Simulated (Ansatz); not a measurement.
# Starting-point dependence of the GW gap of LaVO4 (P2_1/c)

Aim: G0W0 for LaVO4 (P2_1/c) on several starting functionals, at one mesh, band count and screening cutoff.

Program: Ansatz 0.2.0. Level of theory: G0W0 on several functionals, plane waves, PAW. Results are calculated unless marked as measured.

In doubt: masses and optical values from hybrid runs of this build are listed as unsure (step 4), which bears on the screening that GW takes from such a start.

## 1. Set-up

Symmetry: P2_1/c, No. 14, monoclinic system. Conventional cell: a = 6.725 Å, b = 7.283 Å, c = 8.399 Å, α = 90.00°, β = 125.80°, γ = 90.00°. Nearest to La lie 9 O at 2.49 to 2.89 Å. Nearest to V lie 4 O at 1.70 to 1.72 Å. Nearest to O lie 1 V at 1.72 Å and 2 La at 2.49 to 2.53 Å. Nearest to O lie 1 V at 1.70 Å and 2 La at 2.50 to 2.53 Å. Nearest to O lie 1 V at 1.70 Å and 2 La at 2.52 to 2.68 Å. O has 1 V at 1.72 Å and 3 La at 2.56 to 2.89 Å nearest. Farther neighbours and most contacts between anions are not listed.

The cell and positions come from the Crystallography Open Database and are kept as given unless a step says otherwise. Spin-orbit coupling is left out unless a step names it. The default PAW set here is soft_2. Its files were made with PBE.

## 2. G0W0 on LDA

Now the one-shot GW correction: screening in the RPA, then the self-energy of the levels asked for.

This step: G0W0 on LDA, plane waves, PAW.

input.yaml reads:

```yaml
crystal:
  lattice:
    - [6.725, 0.0, 0.0]
    - [0.0, 7.2827, 0.0]
    - [-4.9123006198, 0.0, 6.8121466218]
  atoms:
    - { symbol: La, position: [0.827399, 0.157198, 0.723776] }
    - { symbol: La, position: [0.172601, 0.657198, 0.776224] }
    - { symbol: La, position: [0.172601, 0.842802, 0.276224] }
    - { symbol: La, position: [0.827399, 0.342802, 0.223776] }
    - { symbol: V, position: [0.31429, 0.16481, 0.69917] }
    - { symbol: V, position: [0.68571, 0.66481, 0.80083] }
    - { symbol: V, position: [0.68571, 0.83519, 0.30083] }
    - { symbol: V, position: [0.31429, 0.33519, 0.19917] }
    - { symbol: O, position: [0.8171, 0.4979, 0.7446] }
    - { symbol: O, position: [0.1829, 0.9979, 0.7554] }
    - { symbol: O, position: [0.1829, 0.5021, 0.2554] }
    - { symbol: O, position: [0.8171, 0.0021, 0.2446] }
    - { symbol: O, position: [0.6098, 0.2795, 0.3821] }
    - { symbol: O, position: [0.3902, 0.7795, 0.1179] }
    - { symbol: O, position: [0.3902, 0.7205, 0.6179] }
    - { symbol: O, position: [0.6098, 0.2205, 0.8821] }
    - { symbol: O, position: [0.6587, 0.895, 0.4829] }
    - { symbol: O, position: [0.3413, 0.395, 0.0171] }
    - { symbol: O, position: [0.3413, 0.105, 0.5171] }
    - { symbol: O, position: [0.6587, 0.605, 0.9829] }
    - { symbol: O, position: [0.8898, 0.8436, 0.8857] }
    - { symbol: O, position: [0.1102, 0.3436, 0.6143] }
    - { symbol: O, position: [0.1102, 0.1564, 0.1143] }
    - { symbol: O, position: [0.8898, 0.6564, 0.3857] }
kpoints:
  mp_grid: { grid: [2, 2, 2] }
hamiltonian:
  xc: lda
scf:
  occupations: { method: fixed }
gw:
  n_empty_bands: 462
  ecut_chi: 72
  qp_bands: [v4, c4]
  qp_kpoints: band_edges
  screening: { model: contour_deformation }
```

Run with:

```
> ansatz run input.yaml --threads 24 --pin off --max-ram 82944MiB --backend cuda --events-out ev --progress --plain --runs-dir out --devices 1 --max-vram 78GiB
```

Numbers of over 12 decimals in the logs are rounded to 6 here.

Output:

```text
GPUs: using 1 of 1 available (devices: 1).
Engine: ansatz 0.2.0, aarch64-unknown-linux-gnu
Pseudopotentials: kind: paw
Pseudopotential: La, paw, valence charge 11, recommended cutoff 420 eV (normal), La.paw.azcp
Pseudopotential: V, paw, valence charge 13, recommended cutoff 420 eV (normal), V.paw.azcp
Pseudopotential: O, paw, valence charge 6, recommended cutoff 420 eV (normal), O.paw.azcp
Functional definition: SPW92
  exchange = slater_x
  correlation = pw_c
[...]
Crystal: 24 atoms, lattice volume = 333.633 Å³
Basis set: ecut = 420 eV, 6513 PW (Γ)
Bands: 120, of which v1, the nominal top of the filled ones, is band 96 counted from 1 (95 counted from 0)
Symmetry: 4 space group operations
Space group: P21/c (ITA 14), of the structure as read, at distance tolerance 6.9e-5 Å
k-points: 8
Non-local potential: La, projectors of the file, l = 0: 3, l = 1: 2, l = 2: 2, l = 3: 3
Non-local potential: V, projectors of the file, l = 0: 3, l = 1: 2, l = 2: 3, l = 3: 1
Non-local potential: O, projectors of the file, l = 0: 2, l = 1: 2, l = 2: 1
PAW form: soft (Blöchl's): semilocal exchange-correlation on the pseudo side does not see the compensation charge
PAW frozen core: La, regenerated for the run's functional, and the local potential with it (the file was generated under x = pbe(κ = 0.804, μ = 0.219515), c = pbe(β = 0.066725))
PAW frozen core: V, regenerated for the run's functional, and the local potential with it (the file was generated under x = pbe(κ = 0.804, μ = 0.219515), c = pbe(β = 0.066725))
PAW frozen core: O, regenerated for the run's functional, and the local potential with it (the file was generated under x = pbe(κ = 0.804, μ = 0.219515), c = pbe(β = 0.066725))
PAW one-centre angular grid: La, 590 points (default); XC on 64 Gauss nodes
PAW one-centre angular grid: V, 590 points (default); XC on 64 Gauss nodes
PAW one-centre angular grid: O, 110 points (default); XC on 64 Gauss nodes
Initial density: superposition of atomic densities (neutral atoms: chi_scale 0, normalization atom), corrected by the library's trained network
Initial wavefunctions: pseudopotential atomic-orbital guess
[...]
Functional: x = slater, c = lda
SCF iter   1: F=—  HF=-44663.518141 eV  |F-HF|=—  |Δ(HF+E_count)|=         —  Δρ=1.93e-2  dr2=1.22e0  ethr=1.77e-3  ⟨swp⟩=4.1  Hψ=3067  notcnv=0  defer=154
preconditioner: auto → Resta (q_TF=auto, 2.488 Å⁻¹)  ε∞=6.2  [insulator: Δε(μ)=3.308 eV  Ē_g=10.962 eV  n_scr=82 (ndim 8)  ℏωp=25.1 eV  f_vac=0.045  ε∞_Penn≈6.2]
SCF iter   2: F=—  HF=-44663.404501 eV  |F-HF|=—  |Δ(HF+E_count)|=   1.14e-1  Δρ=1.60e-2  dr2=8.58e-1  ethr=6.37e-4  ⟨swp⟩=2.2  Hψ=1744  notcnv=0  defer=167
SCF iter   3: F=—  HF=-44663.289628 eV  |F-HF|=—  |Δ(HF+E_count)|=   1.15e-1  Δρ=3.46e-3  dr2=3.61e-2  ethr=4.47e-4  ⟨swp⟩=2.2  Hψ=1283  notcnv=0  defer=141
SCF iter   4: F=—  HF=-44663.282996 eV  |F-HF|=—  |Δ(HF+E_count)|=   6.63e-3  Δρ=1.32e-3  dr2=4.07e-3  ethr=1.88e-5  ⟨swp⟩=2.5  Hψ=1233  notcnv=0  defer=176
SCF iter   5: F=—  HF=-44663.282369 eV  |F-HF|=—  |Δ(HF+E_count)|=   6.27e-4  Δρ=5.03e-4  dr2=7.89e-4  ethr=2.12e-6  ⟨swp⟩=2.0  Hψ=1609  notcnv=0  defer=176
SCF iter   6: F=—  HF=-44663.282245 eV  |F-HF|=—  |Δ(HF+E_count)|=   1.24e-4  Δρ=1.45e-4  dr2=7.71e-5  ethr=4.11e-7  ⟨swp⟩=2.0  Hψ=1473  notcnv=0  defer=135
[...]
SCF iter   9: F=—  HF=-44663.282255 eV  |F-HF|=—  |Δ(HF+E_count)|=   4.74e-8  Δρ=2.08e-5  dr2=1.55e-6  ethr=1.39e-9  ⟨swp⟩=2.0  Hψ=1422  notcnv=0  defer=129
SCF iter  10: F=—  HF=-44663.282255 eV  |F-HF|=—  |Δ(HF+E_count)|=   1.42e-7  Δρ=7.27e-6  dr2=2.17e-7  ethr=8.08e-10  ⟨swp⟩=2.1  Hψ=1109  notcnv=0  defer=129
SCF iter  11: F=-44663.282255 eV  HF=-44663.282255 eV  |F-HF|=1.61e-8  |Δ(HF+E_count)|=   1.34e-8  Δρ=2.33e-6  dr2=2.25e-8  ethr=5.21e-11  ⟨swp⟩=17.8  Hψ=4786  notcnv=0
SCF 1 converged in 11 iterations: F = -44663.282255 eV  dr2 = 2.25e-8
  greatest PAW one-centre occupation: 1.000 electrons in one spin orbital (limit 2), on the V atom at site 7 (counted from 0), in its partial waves of l = 0
[...]
NSCF: frozen V_eff on 8 k-points
[...]
SCF converged after 11 iterations
[...]
0   100     10.6083   -16.4394    -6.0499   -24.8277  0.7381    13.0562    12.9467  root ?
     1    93      6.4766   -25.3700     4.5723   -20.6734  0.7378     6.3521     6.3523  root
     1    94      6.4766   -25.3700     4.5723   -20.6734  0.7378     6.3521     6.3523  root
     1    95      6.7122   -25.2860     4.5783   -20.5529  0.7371     6.5571     6.5574  root
     1    96      6.7122   -25.2860     4.5783   -20.5529  0.7371     6.5571     6.5574  root
     1    97     10.4254   -16.1155    -5.9835   -24.3293  0.7383    12.7512    12.6556  root
     1    98     10.4254   -16.1155    -5.9835   -24.3293  0.7383    12.7512    12.6556  root
     1    99     10.5742   -16.5636    -6.1213   -25.0535  0.7369    13.0572    12.9428  root ?
     1   100     10.5742   -16.5636    -6.1213   -25.0535  0.7369    13.0572    12.9428  root ?
     2    93      6.5923   -25.3004     4.5789   -20.5780  0.7377     6.4486     6.4489  root
     2    94      6.5923   -25.3004     4.5789   -20.5780  0.7377     6.4486     6.4489  root
     2    95      6.7836   -25.3584     4.5884   -20.6215  0.7377     6.6349     6.6352  root
     2    96      6.7836   -25.3584     4.5884   -20.6215  0.7377     6.6349     6.6352  root
     2    97     10.4956   -16.1253    -5.9307   -24.3313  0.7406    12.8695    12.7709  root
     2    98     10.4956   -16.1253    -5.9307   -24.3313  0.7406    12.8695    12.7709  root
     2    99     10.5419   -16.2506    -5.9544   -24.4469  0.7376    12.8827    12.7839  root
     2   100     10.5419   -16.2506    -5.9544   -24.4469  0.7376    12.8827    12.7839  root
     3    93      6.5127   -25.3324     4.5892   -20.5985  0.7380     6.3677     6.3680  root
     3    94      6.5127   -25.3324     4.5892   -20.5985  0.7380     6.3677     6.3680  root
     3    95      6.7870   -25.3657     4.6062   -20.6000  0.7367     6.6271     6.6274  root
     3    96      6.7870   -25.3657     4.6062   -20.6000  0.7367     6.6271     6.6274  root
     3    97     10.4975   -16.0259    -5.8647   -24.0890  0.7388    12.7884    12.6959  root
     3    98     10.4975   -16.0259    -5.8647   -24.0890  0.7388    12.7884    12.6959  root
     3    99     10.5062   -16.2379    -6.0231   -24.5443  0.7390    12.8914    12.7895  root ?
     3   100     10.5062   -16.2379    -6.0231   -24.5443  0.7390    12.8914    12.7895  root ?
     4    93      6.5163   -25.3892     4.5699   -20.7024  0.7372     6.3993     6.3995  root
     4    94      6.5449   -25.3663     4.5937   -20.6249  0.7385     6.3969     6.3972  root
     4    95      6.6210   -25.2221     4.6645   -20.3626  0.7356     6.4255     6.4260  root
     4    96      6.8944   -25.5471     4.5573   -20.8688  0.7387     6.7732     6.7734  root
     4    97     10.4839   -16.3395    -6.0534   -24.6526  0.7362    12.8449    12.7436  root ?
     4    98     10.5142   -16.4187    -5.9951   -24.6946  0.7359    12.8987    12.7950  root ?
     4    99     10.5962   -16.7193    -5.9465   -25.0386  0.7355    13.0858    12.9690  root ?
     4   100     10.6322   -16.6094    -5.7839   -24.6582  0.7351    13.0004    12.8970  root ?
[...]
5    97     10.5257   -16.7101    -6.1177   -25.2345  0.7353    13.0531    12.9324  root ?
     5    98     10.5257   -16.7101    -6.1177   -25.2345  0.7353    13.0531    12.9324  root ?
     5    99     10.6726   -16.7180    -5.9220   -24.9207  0.7329    13.0613    12.9532  root ?
     5   100     10.6726   -16.7180    -5.9220   -24.9207  0.7329    13.0613    12.9532  root ?
[...]
6    97     10.3911   -15.9679    -5.9172   -24.1345  0.7414    12.7356    12.6404  root
     6    98     10.3911   -15.9679    -5.9172   -24.1345  0.7414    12.7356    12.6404  root
     6    99     10.5677   -16.3322    -5.8221   -24.4159  0.7401    12.9274    12.8294  root
     6   100     10.5677   -16.3322    -5.8221   -24.4159  0.7401    12.9274    12.8294  root
     7    93      6.5147   -25.1417     4.4773   -20.5344  0.7383     6.3845     6.3847  root
     7    94      6.5147   -25.1417     4.4773   -20.5344  0.7383     6.3845     6.3847  root
     7    95      6.7514   -25.3872     4.6161   -20.6050  0.7380     6.5850     6.5854  root
     7    96      6.7514   -25.3872     4.6161   -20.6050  0.7380     6.5850     6.5854  root
     7    97     10.5433   -16.4205    -5.9180   -24.6446  0.7375    12.9557    12.8494  root ?
     7    98     10.5433   -16.4205    -5.9180   -24.6446  0.7375    12.9557    12.8494  root ?
     7    99     10.5953   -16.4120    -5.8798   -24.5884  0.7390    12.9950    12.8919  root ?
     7   100     10.5953   -16.4120    -5.8798   -24.5884  0.7390    12.9950    12.8919  root ?
```

Wall time 7.9 s (1 × NVIDIA GB200 (shared by 2 runs) with 24 threads of Arm Neoverse V2, shared host); peak memory 2.1 GiB.

The column dr2 measures how far the density is from self-consistency, as an energy; F and HF (Harris–Foulkes) agree once it is small.

This step gave:

| Property | Result |
| --- | --- |
| bands summed | 558 |
| RPA ε∞ on this mesh (eigenvalues) | 4.263, 4.295, 4.872 |
| plane waves in the screening matrix | 453 |
| q-points in the mesh | 8 |
| G0W0 gap on the mesh | 5.867 eV |
| k of the valence top | -0.5, 0, 0 |
| k of the conduction bottom | -0.5, -0.5, 0 |
| starting gap on the mesh | 3.497 eV |
| Z at the valence top | 0.7387 |
| Z at the conduction bottom | 0.7414 |
| least direct G0W0 gap on the computed points | 5.970 eV |

The gap on the mesh goes from 3.50 eV to 5.87 eV, a correction of +2.37 eV. Between the two edge states, bare exchange in place of the xc potential would open the gap by 12.84 eV, and correlation takes back 10.47 eV.

## 3. G0W0 on r2SCAN

One-shot GW remembers its start. Another functional's orbitals and levels show by how much.

This step: G0W0 on r2SCAN, plane waves, PAW.

Changes to input.yaml since step 2:

```diff
@@ -33,3 +33,3 @@
 hamiltonian:
-  xc: lda
+  xc: r2scan
 scf:
```

Output:

```text
GPUs: using 1 of 1 available (devices: 1).
[...]
Crystal: 24 atoms, lattice volume = 333.633 Å³
Basis set: ecut = 500 eV, 8465 PW (Γ), exchange–correlation on 200×216×256 points (64 copies of the dense FFT grid, shifted against one another)
Bands: 120, of which v1, the nominal top of the filled ones, is band 96 counted from 1 (95 counted from 0)
[... 1 set-up line as in the run before ...]
[...]
k-points: 8
[...]
SCF iter   1: F=—  HF=-45861.124810 eV  |F-HF|=—  |Δ(HF+E_count)|=         —  Δρ=2.32e-2  dr2=2.15e0  dr2_τ=1.44e0  ethr=1.77e-3  ⟨swp⟩=4.0  Hψ=2943  notcnv=0  defer=143
[...]
SCF iter   6: F=—  HF=-45861.328742 eV  |F-HF|=—  |Δ(HF+E_count)|=   3.95e-5  Δρ=3.01e-4  dr2=3.87e-4  dr2_τ=1.53e-5  ethr=6.58e-7  ⟨swp⟩=2.0  Hψ=1232  notcnv=0  defer=176
[...]
SCF iter   9: F=—  HF=-45861.328708 eV  |F-HF|=—  |Δ(HF+E_count)|=   2.32e-7  Δρ=1.66e-5  dr2=1.02e-6  dr2_τ=1.10e-7  ethr=1.51e-9  ⟨swp⟩=2.0  Hψ=1421  notcnv=0  defer=128
[...]
SCF iter  11: F=-45861.328708 eV  HF=-45861.328708 eV  |F-HF|=2.27e-9  |Δ(HF+E_count)|=   1.31e-8  Δρ=1.36e-6  dr2=8.36e-9  dr2_τ=2.81e-10  ethr=5.21e-11  ⟨swp⟩=19.0  Hψ=4609  notcnv=0
SCF 1 converged in 11 iterations: F = -45861.328708 eV  dr2 = 8.36e-9
[...]
SCF converged after 11 iterations
[...]
0   100     11.0579   -16.6198    -5.8265   -24.5159  0.7441    13.2006    13.1275  root
     1    93      6.5009   -25.4984     4.5216   -20.9561  0.7513     6.4802     6.4802  root
     1    94      6.5009   -25.4984     4.5216   -20.9561  0.7513     6.4802     6.4802  root
     1    95      6.7356   -25.4390     4.5218   -20.8789  0.7508     6.6973     6.6974  root
     1    96      6.7356   -25.4390     4.5218   -20.8789  0.7508     6.6973     6.6974  root
     1    97     10.8732   -16.0436    -5.8169   -23.8052  0.7483    12.8786    12.8179  root
     1    98     10.8732   -16.0436    -5.8169   -23.8052  0.7483    12.8786    12.8179  root
     1    99     11.0450   -16.4377    -5.8756   -24.3568  0.7467    13.1581    13.0885  root
[...]
7    97     10.9948   -16.3181    -5.7235   -24.0528  0.7475    13.0724    13.0059  root
     7    98     10.9948   -16.3181    -5.7235   -24.0528  0.7475    13.0724    13.0059  root
     7    99     11.0534   -16.3378    -5.6937   -24.0360  0.7486    13.1229    13.0579  root
     7   100     11.0534   -16.3378    -5.6937   -24.0360  0.7486    13.1229    13.0579  root
```

It took 11 s on 1 × NVIDIA GB200 (shared by 2 runs) with 24 threads; peak memory 3.2 GiB; 36 s of CPU time.

Numbers from this step:

```
bands summed                                 : 558
RPA ε∞ on this mesh (eigenvalues)            : 3.811, 3.841, 4.330
plane waves in the screening matrix          : 453
q-points in the mesh                         : 8
G0W0 gap on the mesh                         : 5.882 eV
k of the valence top                         : -0.5, 0, 0
k of the conduction bottom                   : -0.5, -0.5, 0
starting gap on the mesh                     : 3.930 eV
Z at the valence top                         : 0.7524
Z at the conduction bottom                   : 0.7509
least direct G0W0 gap on the computed points : 5.987 eV
```

Against the run with 2×2×2 mesh, 462 empty bands, screening to 72 eV on LDA, the gap moves by +0.015 eV, while the start moved by +0.43 eV.

## 4. G0W0 on HSE06

This step: G0W0 on HSE06, plane waves, PAW.

Changes to input.yaml since step 3:

```diff
@@ -33,3 +33,3 @@
 hamiltonian:
-  xc: r2scan
+  xc: hse06
 scf:
```

Output:

```text
GPUs: using 1 of 1 available (devices: 1).
[...]
davidson cushion auto → on  (no smearing: the cushion is to keep the highest requested band from converging to the state above it; pin scf.eigensolver.cushion to override)
[...]
Crystal: 24 atoms, lattice volume = 333.633 Å³
Basis set: ecut = 420 eV, 6513 PW (Γ)
Bands: 120, of which v1, the nominal top of the filled ones, is band 96 counted from 1 (95 counted from 0)
[... 1 set-up line as in the run before ...]
[...]
k-points: 8
[...]
1    97     11.4269   -15.4624    -5.3925   -22.2704  0.7779    12.8642    12.8424  root
     1    98     11.4269   -15.4624    -5.3925   -22.2704  0.7779    12.8642    12.8424  root
     1    99     11.6324   -15.8701    -5.4173   -22.7642  0.7755    13.1334    13.1091  root
[...]
7    97     11.5669   -15.6686    -5.2682   -22.3866  0.7773    13.0395    13.0166  root
     7    98     11.5669   -15.6686    -5.2682   -22.3866  0.7773    13.0395    13.0166  root
     7    99     11.6187   -15.7526    -5.2620   -22.4793  0.7781    13.1065    13.0833  root
     7   100     11.6187   -15.7526    -5.2620   -22.4793  0.7781    13.1065    13.0833  root
```

It took 47 s on 1 × NVIDIA GB200 (shared by 2 runs) with 24 threads; peak memory 2.9 GiB; 3.2 min of CPU time.

This step gave:

* bands summed: 558
* RPA ε∞ on this mesh (eigenvalues): 3.385, 3.401, 3.795
* plane waves in the screening matrix: 453
* G0W0 gap on the mesh: 6.196 eV
* k of the valence top: -0.5, 0, 0
* k of the conduction bottom: -0.5, -0.5, 0
* starting gap on the mesh: 5.144 eV
* least direct G0W0 gap on the computed points: 6.324 eV

Against the run with 2×2×2 mesh, 462 empty bands, screening to 72 eV on r2SCAN, the gap moves by +0.31 eV, while the start moved by +1.21 eV.

## 5. The starts together

All on the 2×2×2 mesh with 462 empty bands and screening to 72 eV. Times are wall times on 1 × NVIDIA GB200 (shared by 2 runs) with 24 threads of Arm Neoverse V2, shared host, good to a factor of about two.

```csv
start,starting gap (eV),shift (eV),G0W0 gap (eV),RPA ε∞ (harmonic mean),"Z (valence, conduction)",time
LDA,3.50,+2.37,5.87,4.46,"0.74, 0.74",7.9 s
r2SCAN,3.93,+1.95,5.88,3.98,"0.75, 0.75",11 s
HSE06,5.14,+1.05,6.20,3.52,"0.78, 0.78",47 s
```

The parts of the quasiparticle energy at the two band edges (eV; QP = start + Σx + Σc − Vxc):

| run | edge | start | Σx | Σc | Vxc | Z | QP |
| --- | --- | --- | --- | --- | --- | --- | --- |
| LDA | valence top | 6.89 | -25.55 | 4.56 | -20.87 | 0.74 | 6.77 |
| LDA | conduction bottom | 10.39 | -15.97 | -5.92 | -24.13 | 0.74 | 12.64 |
| r2SCAN | valence top | 6.92 | -25.69 | 4.51 | -21.18 | 0.75 | 6.92 |
| r2SCAN | conduction bottom | 10.85 | -15.92 | -5.74 | -23.61 | 0.75 | 12.80 |
| HSE06 | valence top | 6.25 | -25.71 | 4.27 | -21.80 | 0.78 | 6.61 |
| HSE06 | conduction bottom | 11.40 | -15.28 | -5.31 | -22.00 | 0.78 | 12.81 |

For a hybrid start, Vxc holds its share of exact exchange.

## 6. Summary of results

```yaml
g0w0_lda: 5.87 eV (start 3.50 eV)
g0w0_r2scan: 5.88 eV (start 3.93 eV)
g0w0_hse06: 6.20 eV (start 5.14 eV)
known_limits: not at the basis limit; f levels unsure; no spin polarisation; d states lean on the start; no spin-orbit coupling; coarse k mesh
```

In words: The starting gaps span 1.65 eV and the G0W0 gaps 0.33 eV. Between LDA and HSE06, 0.33 eV of the 1.65 eV survives, 20 %. HSE06 screens less than LDA (ε∞ 3.52 against 4.46). Of the 0.33 eV by which its G0W0 gap is higher, the correlation part gives +0.89 eV, and exchange with the one-particle terms, which follow the orbitals, −0.56 eV. The smallest correction, +1.05 eV, is on HSE06, the start nearest to reproducing itself. Bands and cutoff are finite, so the gap is not at the basis limit. The miss can reach some tenths of an eV and take either sign; the mesh is an error of its own. The 2×2×2 mesh is coarse for this cell (its supercell is 13 Å along the shortest edge). The RPA ε∞ on it, from the LDA start, is 4.26, 4.29 and 4.87; such meshes misread the long-range screening, most where the gap is narrow. Empty 4f levels lie among the conduction bands. Their place in the start is unsure; it enters the screening, and the edge itself where they lie low. The runs have no spin polarisation. For a closed low-spin shell that is the natural state; where a d or f shell is open it is a constraint, and the gap is then not the crystal's own. With d states at the gap, one-shot GW leans hard on its start. The many-body steps are scalar-relativistic: spin-orbit coupling is not in them.

[Paths, hosts, dates, memory and timing lines, banners, echoed tables and standing remarks are left out of the program output.]

[Logs are printed without paths, hosts, clocks, repeated set-up lines and the standing remarks that a program may print on its own settings, such as how far it seeks lower states.]

[Runs of the session that timed out or met a known fault of the program may be left out.]

[Cells called generated may have been cut or substituted from an entry of the Crystallography Open Database or the Materials Project.]

[Hosts, paths, dates, database ids (printed as entryN), source tags and the programs' standing remarks are cut or masked in the printed files.]
